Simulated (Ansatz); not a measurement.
# BaMg2AsP (built on the sites of a database entry of BaMg2P2): the cell at rest

Task: relax BaMg2AsP (built on the sites of a database entry of BaMg2P2) tightly.

Calculated with Ansatz 0.2.0; DFT LDA, scalar-relativistic, plane waves, PAW.

Most raw output is cut from this account.

The structure was built from a prototype and need not be the compound's stable phase.

## Step 1: The starting structure

The structure is trigonal, space group P3m1 (No. 156). The conventional cell has a = 4.404 Å, b = 4.404 Å, c = 7.678 Å, α = 90.00°, β = 90.00°, γ = 120.00°. Ba has 3 As at 3.32 Å and 3 P at 3.32 Å nearest. Nearest to Mg lie 1 As at 2.63 Å and 3 P at 2.65 Å. Nearest to Mg lie 1 P at 2.63 Å and 3 As at 2.65 Å. Nearest to As lie 4 Mg at 2.63 to 2.65 Å and 3 Ba at 3.32 Å. Nearest to P lie 4 Mg at 2.63 to 2.65 Å and 3 Ba at 3.32 Å. Farther neighbours are not listed.

## Step 2: A coarse first look

First a cheap look: the gap decides the mesh and the occupations, the pressure tells how far the cell has to move.

File input.yaml:

```yaml
crystal:
  lattice:
    - [4.40383, 0.0, 0.0]
    - [-2.20191, 3.81383, 0.0]
    - [0.0, 0.0, 7.67821]
  atoms:
    - { symbol: Ba, position: [0.0, 0.0, 0.0] }
    - { symbol: Mg, position: [0.66666667, 0.33333333, 0.37813727] }
    - { symbol: Mg, position: [0.33333333, 0.66666667, 0.62186273] }
    - { symbol: As, position: [0.66666667, 0.33333333, 0.72124853] }
    - { symbol: P, position: [0.33333333, 0.66666667, 0.27875147] }
kpoints:
  mp_grid: { grid: [6, 6, 4] }
hamiltonian:
  xc: lda
scf:
  occupations: { method: gaussian, width: 0.1 }
output:
  forces: true
  stress: true
  eigenvalues: true
```

Launch:

```sh
$ ansatz run input.yaml --threads 8 --pin off --max-ram 14336MiB --backend cpu --events-out ev --progress --plain --runs-dir out
```

It took 0.85 s on 8 threads of Intel Xeon 6975P-C (Granite Rapids), shared host; peak memory 0.56 GiB.

This step gave:

| Item | Value |
| --- | --- |
| pressure | -1.998 GPa |
| gap on the k-mesh | 0.9958 eV |
| volume per atom | 25.79 Å³ |
| direct gap on mesh | 1.529 eV |

The coarse mesh shows a gap of 1.00 eV and a pressure of -2.0 GPa.

## Step 3: Bringing the structure to rest

The cell and atoms are relaxed, since residual forces and stress would shift the frequencies.

input.yaml, as its differences from that of step 2:

```diff
@@ -16,3 +16,3 @@
 scf:
-  occupations: { method: gaussian, width: 0.1 }
+  occupations: { method: gaussian, width: 0.02 }
 output:
@@ -21 +21,6 @@
   eigenvalues: true
+relax:
+  adjacent_minimum: "off"
+  f_tol: 0.005
+  max_steps: 80
+  cell: { stress_tol: 0.05 }
```

Wall time 5.5 s (8 threads); peak memory 0.62 GiB; 35 s of CPU time.

The steps of the relaxation:

```csv
step,energy less that of the first step (eV),largest force component (eV/Å),pressure (GPa),volume (Å³)
1,0.0000,0.4307,-2.00,128.96
2,-0.0527,0.2507,0.64,121.79
3,-0.0678,0.0179,-0.13,123.68
4,-0.0682,0.0113,-0.01,123.41
5,-0.0682,0.0088,0.00,123.40
6,-0.0682,0.0004,0.00,123.39
7*,-0.0678,0.0004,0.00,123.39
```

Relaxation steps marked * repeat the geometry before them on a plane-wave basis chosen anew for their cell, so energy and pressure can jump there.

The run keeps the 6 symmetry operations that it works with, so distortions that break them were not tested.

```csv
"conventional cell, symmetrised",before,after,change
a (Å),4.404,4.358,-1.0 %
b (Å),4.404,4.358,-1.0 %
c (Å),7.678,7.501,-2.3 %
volume (Å³/atom),25.79,24.68,-4.3 %
```

The atoms that moved most (Å, as changes of fractional coordinates times the final cell):

```csv
atom,dx,dy,dz,length
As4,0.000,0.000,0.063,0.063
Mg2,0.000,0.000,-0.043,0.043
P5,0.000,0.000,-0.041,0.041
Ba1,0.000,0.000,0.033,0.033
Mg3,0.000,0.000,-0.012,0.012
```

Numbers from this step:

| Item | Value |
| --- | --- |
| pressure | -0.003697 GPa |
| gap on the k-mesh | 0.9967 eV |
| volume per atom | 24.68 Å³ |
| direct gap on mesh | 1.629 eV |

In this step the volume went from 25.79 to 24.68 Å³/atom.

## Step 4: Relaxing to small forces for the phonons

Phonons need a cell at rest on their own settings, so the relaxation is repeated with tight tolerances on forces and stress on the k mesh and occupations of the first response run.

File input.yaml:

```yaml
crystal:
  lattice:
    - [4.3584411462, -2.857e-06, 0.0]
    - [-2.1792180989, 3.774522182, 0.0]
    - [0.0, 0.0, 7.5005619047]
  atoms:
    - { symbol: Ba, position: [0.0, 0.0, 0.0043372039] }
    - { symbol: Mg, position: [0.6666666667, 0.3333333333, 0.3723536137] }
    - { symbol: Mg, position: [0.3333333333, 0.6666666667, 0.6203148749] }
    - { symbol: As, position: [0.6666666667, 0.3333333333, 0.7296768787] }
    - { symbol: P, position: [0.3333333333, 0.6666666667, 0.2733174288] }
kpoints:
  mp_grid: { grid: [6, 6, 4] }
hamiltonian:
  xc: lda
scf:
  occupations: { method: fixed }
output:
  forces: true
  stress: true
  eigenvalues: true
  write_density: true
  write_potential: true
  elf: true
  volumetric_format: npy
relax:
  adjacent_minimum: "off"
  f_tol: 0.001
  max_steps: 60
  cell: { stress_tol: 0.01 }
```

It took 1.7 s on 8 threads; peak memory 0.61 GiB; 11 s of CPU time.

Little changed from the start: no atom moved by 0.005 Å and no cell edge by 0.1 %.

Numbers from this step:

```
pressure : -0.003698 GPa
```

Electrostatic potential energy in the ac plane at fractional y = 0.333, with atoms of Mg and As within 0.2 Å of it. With pseudopotentials it is smooth inside the atoms' cores, unlike the true potential.

Values in eV, 24 rows by 14 columns, each cell a mean:
```
  5   3   1   2   4   7   8  10  10  10  10  10   9   7
  6   5   4   4   6   8   9  10  10  10  10  10   9   8
  8   7   6   7   8   9   9   8   6   5   6   8   9   9
  9   9   8   8   9   9   8   2  -4  -7  -6   0   6   9
 10   9   9   9  10   9   4  -7  -5   2  -2  -8   1   8
  9  10   9   9  10   8   0  -7   7  10   9  -3  -4   6
  9   9   9   9   9   7  -1  -6   8  10  10  -1  -5   6
  9   8   8   8   9   8   2  -8   0   6   3  -8  -2   7
  9   8   7   7   8   8   6  -2  -8  -8  -8  -4   5   8
  9   8   7   7   8   9   9   6   3   0   2   5   8   9
  9   8   8   8   9   9   9   8   7   6   6   8   9   9
  9   9   9   9   9   9   8   6   4   3   4   6   8   9
 10  10  10  10  10   8   6   0  -8 -16 -11  -2   5   8
  9  10  10  10  10   8   4  -9 -25 -30 -28 -15   1   7
  9  10  10  10  10   7   2 -18 -30 -30 -30 -23  -2   6
  9  10  10   9   9   7   3 -15 -29 -30 -30 -20  -1   6
  9   9   9   9   9   8   5  -4 -18 -25 -21  -8   3   7
  9   9   8   8   9   9   7   4   0  -3  -1   3   7   9
  9   9   8   9   9   9   9   7   6   5   5   7   8   9
  9   9   8   8   9   9   9   9   9   8   8   9   9  10
  8   7   7   7   8   9   9   9   9   9   9   9   9   9
  7   5   5   5   6   8   9   9  10  10  10   9   9   8
  5   3   2   3   5   7   8   9  10  10  10   9   8   7
  4   2   0   1   4   6   8   9  10  10  10   9   8   7
```
Columns run along a (4.4 Å; values clipped at the 3rd and 97th percentile), rows up along c (7.5 Å). Atoms in or near the plane, at fractional coordinates: Mg at (0.67, 0.37), As at (0.67, 0.73).

ELF in the ac plane at fractional y = 0.333, with atoms of Mg and As within 0.2 Å of it. It is the smooth field of the valence electrons, not physical close to the nuclei.

Ten even steps from '0' (0.04) to '9' (0.75), each cell a mean:
```
25653102465310
12331125898631
10100259999963
20001589999996
52014898756899
74136997322699
84237997322689
73126998534799
62015898877899
41013789999997
21012468888875
21112343322343
23333210121002
45554301444202
67777403424402
88888612434304
99999730343116
99999851000047
77777752100246
34444332111233
11111111000011
12221000000000
24542000000000
35764100111000
```
Columns run along a (4.4 Å), rows up along c (7.5 Å). Atoms in or near the plane, at fractional coordinates: Mg at (0.67, 0.37), As at (0.67, 0.73).

Valence density in the ac plane at fractional y = 0.333, with atoms of Mg and As within 0.2 Å of it. It is the smooth field of the valence electrons, not physical close to the nuclei.

Values in e/Å³, 24 rows by 14 columns, each cell a mean:
```
 0  0  0  0  0  0  0  0  0  0  0  0  0  0
 0  0  0  0  0  0  0  0  0  0  0  0  0  0
 0  0  0  0  0  0  0  0  0  0  0  0  0  0
 0  0  0  0  0  0  0  0  1  1  1  1  0  0
 0  0  0  0  0  0  0  1  3  5  4  1  0  0
 0  0  0  0  0  0  0  2 10 21 14  4  1  0
 0  0  0  0  0  0  1  3 12 26 17  4  1  0
 0  0  0  0  0  0  0  1  5  9  6  2  1  0
 0  0  0  0  0  0  0  1  1  2  1  1  0  0
 0  0  0  0  0  0  0  0  0  0  0  0  0  0
 0  0  0  0  0  0  0  0  0  0  0  0  0  0
 0  0  0  0  0  0  0  0  0  0  0  0  0  0
 0  0  0  0  0  0  0  0  0  1  1  0  0  0
 0  0  0  0  0  0  0  1  4  9  6  1  0  0
 0  0  0  0  0  0  0  1 11 25 16  3  0  0
 0  0  0  0  0  0  0  1  8 18 11  2  0  0
 0  0  0  0  0  0  0  0  1  4  2  0  0  0
 0  0  0  0  0  0  0  0  0  0  0  0  0  0
 0  0  0  0  0  0  0  0  0  0  0  0  0  0
 0  0  0  0  0  0  0  0  0  0  0  0  0  0
 0  0  0  0  0  0  0  0  0  0  0  0  0  0
 0  0  0  0  0  0  0  0  0  0  0  0  0  0
 0  0  0  0  0  0  0  0  0  0  0  0  0  0
 0  0  0  0  0  0  0  0  0  0  0  0  0  0
```
Columns run along a (4.4 Å), rows up along c (7.5 Å). Atoms in or near the plane, at fractional coordinates: Mg at (0.67, 0.37), As at (0.67, 0.73).

The largest force component left is 0.35 meV/Å and the pressure is -0.004 GPa, within the tolerances set. The cell now holds 24.68 Å³/atom.

## Step 5: Outcome

```
space group after relaxation (within 0.01 Å) : P3m1
lattice constant a                           : 4.358 Å
lattice constant b                           : 4.358 Å
lattice constant c                           : 7.501 Å
volume per atom                              : 24.7 Å³
gap on the k-mesh                            : 0.997 eV
```

The largest force component left is 0.35 meV/Å and the pressure is -0.004 GPa, within the tolerances set. The cell now holds 24.68 Å³/atom. The relaxation keeps the symmetry of its start, so it says nothing on stability against lower symmetry. Spin-orbit coupling is left out, which can matter for the heavy elements here. The starting cell was built on a prototype and not taken from a measurement, so the phase need not exist.

[Logs are printed without paths, hosts, clocks, repeated set-up lines and the standing remarks that a program may print on its own settings, such as how far it seeks lower states.]

[Hosts, paths, dates, database ids (printed as entryN), source tags and the programs' standing remarks are cut or masked in the printed files.]
